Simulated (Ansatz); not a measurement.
In doubt: one-shot GW on d or f shells is unsure (in some of the runs), so the values of those runs are not to be relied on.

System: GaCuCCl4O (P-1).

```
Ga Cu C Cl O
1.0
     6.87690    0.00000    0.00000
     0.52223    6.99604    0.00000
     3.07419    1.14491    8.12192
Ga Cu C Cl O
2 2 2 8 2
Direct
  0.20817 0.75741 0.76432
  0.79183 0.24259 0.23568
  0.02275 0.73380 0.22036
  0.97725 0.26620 0.77964
  0.28272 0.77573 0.21435
  0.71728 0.22427 0.78565
  0.92106 0.75694 0.98890
  0.07894 0.24306 0.01110
  0.78522 0.95659 0.38737
  0.21478 0.04341 0.61263
  0.84240 0.45601 0.38200
  0.15760 0.54399 0.61800
  0.48765 0.69319 0.82196
  0.51235 0.30681 0.17804
  0.43969 0.81154 0.21842
  0.56031 0.18846 0.78158
```

Geometry: measured cell, ions relaxed with PBE. The runs that relaxed it are not among those shown.

Gaps computed with Ansatz 0.2.0 without a self-energy: LDA 3.04 eV, PBEsol 3.11 eV, PBE 3.15 eV, PBE+SOC 3.14 eV, HSE06 4.94 eV, PBE0 5.70 eV and DDH-PBE0 6.74 eV.

Question: What gap should G0W0 on PBE give (2×2×2 mesh, 887 empty bands, screening to 100 eV, PAW set soft_1 files)?

About 5.55 eV: on its mesh the run moves the gap from 3.15 eV by +2.39 eV. Among the scalar-relativistic levels given, PBE0 is nearest (+0.15 eV). Bands and cutoff are finite, so the gap is not at the basis limit. The miss can reach some tenths of an eV and take either sign; the mesh is an error of its own. The 2×2×2 mesh is coarse for this cell (its supercell is 14 Å along the shortest edge). The RPA ε∞ on it, from the PBE start, is 2.59, 2.72 and 2.89; such meshes misread the long-range screening, most where the gap is narrow. A d shell, filled or nearly so, lies near the gap. One-shot GW converges very slowly in bands there, not always from below, and on a semilocal start the gap tends to come out low; starts rich in exact exchange can overshoot instead. The many-body steps are scalar-relativistic: spin-orbit coupling is not in them.

[Paths, hosts, dates, memory and timing lines, banners, echoed tables and standing remarks are left out of the program output.]

[Logs are printed without paths, hosts, clocks, repeated set-up lines and the standing remarks that a program may print on its own settings, such as how far it seeks lower states.]

[Runs of the session that timed out or met a known fault of the program may be left out.]

[Cells called generated may have been cut or substituted from an entry of the Crystallography Open Database or the Materials Project.]

[Hosts, paths, dates, database ids (printed as entryN), source tags and the programs' standing remarks are cut or masked in the printed files.]
